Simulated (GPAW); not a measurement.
# zigzag Eu chain, bond 3.146 A: which magnetic order is lowest

Wanted: the moments of zigzag Eu chain, bond 3.146 A and the energy of each order that was tried.

Method: PBE; plane waves with GPAW's PAW setups, scalar-relativistic, in GPAW 26.7.0.

This is a report of a sequence of runs, with most program output left out.

### Step 1. Starting point

The cell holds 2 atoms: 2 Eu. Its edges and angles: a = 12.000 Å, b = 12.000 Å, c = 3.775 Å, α = 90.0°, β = 90.0°, γ = 90.0°. model lattice. Vacuum lies along a and b. The structure's axis is c.

### Step 2. Start 1: ferro ++

Parallel moments need no larger cell; this start tests for a ferromagnetic state only.

File order1.py:

```python
import json
import numpy as np
from ase import Atoms
from ase.parallel import paropen, parprint
from gpaw import GPAW

atoms = Atoms(['Eu', 'Eu'],
    cell=[[12.0, 0.0, 0.0],
         [0.0, 12.0, 0.0],
         [0.0, 0.0, 3.7752]],
    scaled_positions=[[0.39513333, 0.5, 0.0],
         [0.60486667, 0.5, 0.5]],
    pbc=True,
    magmoms=[7.0, 7.0])
atoms.calc = GPAW(mode={'name': 'pw', 'ecut': 700},
    xc='PBE',
    kpts={'size': (1, 1, 8), 'gamma': True},
    occupations={'name': 'fermi-dirac', 'width': 0.05},
    convergence={'density': 1e-05, 'energy': 1e-05},
    maxiter=200,
    symmetry={'tolerance': 1e-4},
    txt='order1.txt')
e = atoms.get_potential_energy(force_consistent=True)
res = {'free_energy': e, 'energy_sigma0': atoms.get_potential_energy(), 'fermi_energy': atoms.calc.get_fermi_level()}
res['moments'] = atoms.get_magnetic_moments().tolist()
res['total'] = atoms.get_magnetic_moment()
parprint('site moments (muB):', np.round(res['moments'], 3))
parprint(f"total moment: {res['total']:.3f} muB")
parprint(f'free energy: {e:.6f} eV')
atoms.calc.write('order1.gpw')
with paropen('results.json', 'w') as f:
    json.dump(res, f)
```

Run with:

```bash
> OMP_NUM_THREADS=1 python3 order1.py > order1.log
```

Run time: 3 min. Hardware: 1 MPI rank of Intel Xeon Platinum 8488C (Sapphire Rapids), shared host; peak memory 0.68 GiB.

This step gave:

| Item | Value |
| --- | --- |
| magnetization | 16.06 μB |
| final state | ferromagnetic |
| largest moment | 6.857 μB |

After 21 cycles the largest moment stands at 6.86 μB.

### Step 3. Start 2: antiferro +-

Another pattern of signs weighs the neighbour shells otherwise.

order2.py is the script of step 2 with these lines changed:

```diff
@@ -13,3 +13,3 @@
     pbc=True,
-    magmoms=[7.0, 7.0])
+    magmoms=[7.0, -7.0])
 atoms.calc = GPAW(mode={'name': 'pw', 'ecut': 700},
@@ -21,3 +21,3 @@
     symmetry={'tolerance': 1e-4},
-    txt='order1.txt')
+    txt='order2.txt')
 e = atoms.get_potential_energy(force_consistent=True)
@@ -29,3 +29,3 @@
 parprint(f'free energy: {e:.6f} eV')
-atoms.calc.write('order1.gpw')
+atoms.calc.write('order2.gpw')
 with paropen('results.json', 'w') as f:
```

Run with:

```bash
> OMP_NUM_THREADS=1 python3 order2.py > order2.log
```

The job ended after 2.6 min (1 MPI rank; peak memory 0.65 GiB).

Numbers from this step:

* magnetization: 0 μB
* final state: antiferromagnetic
* largest moment: 6.714 μB

It lies 291 meV a seeded atom over the first start, and its largest moment is 6.71 μB against 6.86 μB.

### Step 4. Run 3 (antiferro q=(0,0,1/2) +-+-)

An opposed order shows whether the pairs that it reverses prefer unlike signs.

This order needs a doubled cell of 4 atoms. Its mesh is chosen so that both cells sample the same points.

File order3.py:

```python
import json
import numpy as np
from ase import Atoms
from ase.parallel import paropen, parprint
from gpaw import GPAW

atoms = Atoms(['Eu', 'Eu', 'Eu', 'Eu'],
    cell=[[12.0, 0.0, 0.0],
         [0.0, 12.0, 0.0],
         [0.0, 0.0, 7.5504]],
    scaled_positions=[[0.39513333, 0.5, 0.0],
         [0.39513333, 0.5, 0.5],
         [0.60486667, 0.5, 0.25],
         [0.60486667, 0.5, 0.75]],
    pbc=True,
    magmoms=[7.0, -7.0, 7.0, -7.0])
atoms.calc = GPAW(mode={'name': 'pw', 'ecut': 700},
    xc='PBE',
    kpts={'size': (1, 1, 4), 'gamma': True},
    occupations={'name': 'fermi-dirac', 'width': 0.05},
    convergence={'density': 1e-05, 'energy': 1e-05},
    maxiter=200,
    symmetry={'tolerance': 1e-4},
    txt='order3.txt')
e = atoms.get_potential_energy(force_consistent=True)
res = {'free_energy': e, 'energy_sigma0': atoms.get_potential_energy(), 'fermi_energy': atoms.calc.get_fermi_level()}
res['moments'] = atoms.get_magnetic_moments().tolist()
res['total'] = atoms.get_magnetic_moment()
parprint('site moments (muB):', np.round(res['moments'], 3))
parprint(f"total moment: {res['total']:.3f} muB")
parprint(f'free energy: {e:.6f} eV')
atoms.calc.write('order3.gpw')
with paropen('results.json', 'w') as f:
    json.dump(res, f)
```

Run with:

```bash
> OMP_NUM_THREADS=1 python3 order3.py > order3.log
```

Elapsed: 10 min, on 1 MPI rank; peak memory 1.2 GiB.

Spin moment in the augmentation sphere by atom:

```
atom  spin moment in the augmentation sphere (μB)
 Eu1                                         6.77
 Eu2                                        -6.77
 Eu3                                         6.77
 Eu4                                        -6.77
```

Numbers from this step:

```yaml
magnetization: 0 μB
final_state: antiferromagnetic
```

It lies 212 meV a seeded atom over the first start, and its largest moment is 6.77 μB against 6.86 μB.

### Step 5. Start 4: no spin polarisation

This run holds no moments, which gives a state to set the others against.

File nospin.py:

```python
import json
import numpy as np
from ase import Atoms
from ase.parallel import paropen, parprint
from gpaw import GPAW

atoms = Atoms(['Eu', 'Eu'],
    cell=[[12.0, 0.0, 0.0],
         [0.0, 12.0, 0.0],
         [0.0, 0.0, 3.7752]],
    scaled_positions=[[0.39513333, 0.5, 0.0],
         [0.60486667, 0.5, 0.5]],
    pbc=True)
atoms.calc = GPAW(mode={'name': 'pw', 'ecut': 700},
    xc='PBE',
    kpts={'size': (1, 1, 8), 'gamma': True},
    occupations={'name': 'fermi-dirac', 'width': 0.05},
    convergence={'density': 1e-05, 'energy': 1e-05},
    maxiter=200,
    symmetry={'tolerance': 1e-4},
    txt='nospin.txt')
e = atoms.get_potential_energy(force_consistent=True)
res = {'free_energy': e, 'energy_sigma0': atoms.get_potential_energy(), 'fermi_energy': atoms.calc.get_fermi_level()}
parprint(f'free energy: {e:.6f} eV')
atoms.calc.write('nospin.gpw')
with paropen('results.json', 'w') as f:
    json.dump(res, f)
```

Run with:

```bash
> OMP_NUM_THREADS=1 python3 nospin.py > nospin.log
```

The job ended after 2.9 min (1 MPI rank; peak memory 0.46 GiB).

Numbers from this step:

* final state: non-magnetic (no spin polarisation)

It lies 7470 meV a seeded atom over the first start.

### Step 6. Another try

A slip in the input shows what the program catches and what it lets pass.

File run.py:

```python
import json
import numpy as np
from ase import Atoms
from ase.parallel import paropen, parprint
from gpaw import GPAW

atoms = Atoms(['Eu', 'Eu'],
    cell=[[12.0, 0.0, 0.0],
         [0.0, 12.0, 0.0],
         [0.0, 0.0, 3.7752]],
    scaled_positions=[[0.39513333, 0.5, 0.0],
         [0.60486667, 0.5, 0.5]],
    pbc=True,
    magmoms=[7.0, 7.0])
atoms.calc = GPAW(mode={'name': 'pw', 'ecut': 700},
    xc='PBE',
    kpts={'size': (1, 1, 1), 'gamma': True},
    occupations={'name': 'fermi-dirac', 'width': 0.05},
    convergence={'density': 1e-05, 'energy': 1e-05},
    maxiter=75,
    symmetry={'tolerance': 1e-4},
    txt='run.txt')
e = atoms.get_potential_energy(force_consistent=True)
res = {'free_energy': e, 'energy_sigma0': atoms.get_potential_energy(), 'fermi_energy': atoms.calc.get_fermi_level()}
res['moments'] = atoms.get_magnetic_moments().tolist()
res['total'] = atoms.get_magnetic_moment()
parprint('site moments (muB):', np.round(res['moments'], 3))
parprint(f"total moment: {res['total']:.3f} muB")
parprint(f'free energy: {e:.6f} eV')
atoms.calc.write('run.gpw')
with paropen('results.json', 'w') as f:
    json.dump(res, f)
```

Run with:

```bash
> OMP_NUM_THREADS=1 python3 run.py > run.log
```

Elapsed: 31 s, on 1 MPI rank; peak memory 0.52 GiB.

The run converged, but its input is faulty, so its numbers are not to be trusted.

The fault in the input: one k-point for a small cell.

The largest moment is 6.68 μB against 6.86 μB in the first run, and the free energy lies -2.46 eV from it.

A single point can't sample the zone of a small cell; the mesh must follow the cell's size.

### Step 7. Energies of the orders

These are free energies at a smearing of 0.05 eV, so its entropy term is in the differences. They are divided by the number of seeded atoms, so that cells of unlike size compare. Wavevectors q in the names are fractions of the reciprocal vectors of the first run's cell.

Orders:

```
                     start        final state  typed order kept  energy over the lowest (meV a seeded atom)  largest site moment (μB)  net moment (μB a primitive cell)  mesh matched  CPU time (s)
                  ferro ++      ferromagnetic               yes                                           0                     6.857                             16.06           yes         181.6
              antiferro +-  antiferromagnetic               yes                                       290.7                     6.714                                 0           yes         153.5
antiferro q=(0,0,1/2) +-+-  antiferromagnetic               yes                                       212.2                      6.77                           9.02e-5           yes         597.1
      no spin polarisation       non-magnetic                 -                                        7470                         0                                 0           yes         176.9
```

### Step 8. Results

| Property | Result |
| --- | --- |
| lowest state found | ferromagnetic (typed ferro ++) |
| largest site moment | 6.86 μB |
| next state | antiferromagnetic, 212 meV a seeded atom higher |
| energy gained by spin polarisation | 7470 meV a seeded atom |

The lowest state found is ferromagnetic, reached from the start ferro ++, with moments up to 6.86 μB. The next state costs 212 meV a seeded atom. Only 4 starts are shown; other collinear patterns, canted and longer-period orders are not. The f shell is half filled, so the spin-only picture is fair. Without a U the functional spreads the 4f electrons too much, so the state and its energies are unreliable.

[Logs and program files are shortened in this print: banners, set-up blocks, solver, clock and traceback lines can be left out without a mark of their own.]

[Logs are printed without paths, hosts, clocks, repeated set-up lines and the standing remarks that a program may print on its own settings, such as how far it seeks lower states.]

[Hosts, paths, dates, database ids (printed as entryN), source tags and the programs' standing remarks are cut or masked in the printed files.]

[Where a cell is said to come from a database of computed structures, the database is the Materials Project.]
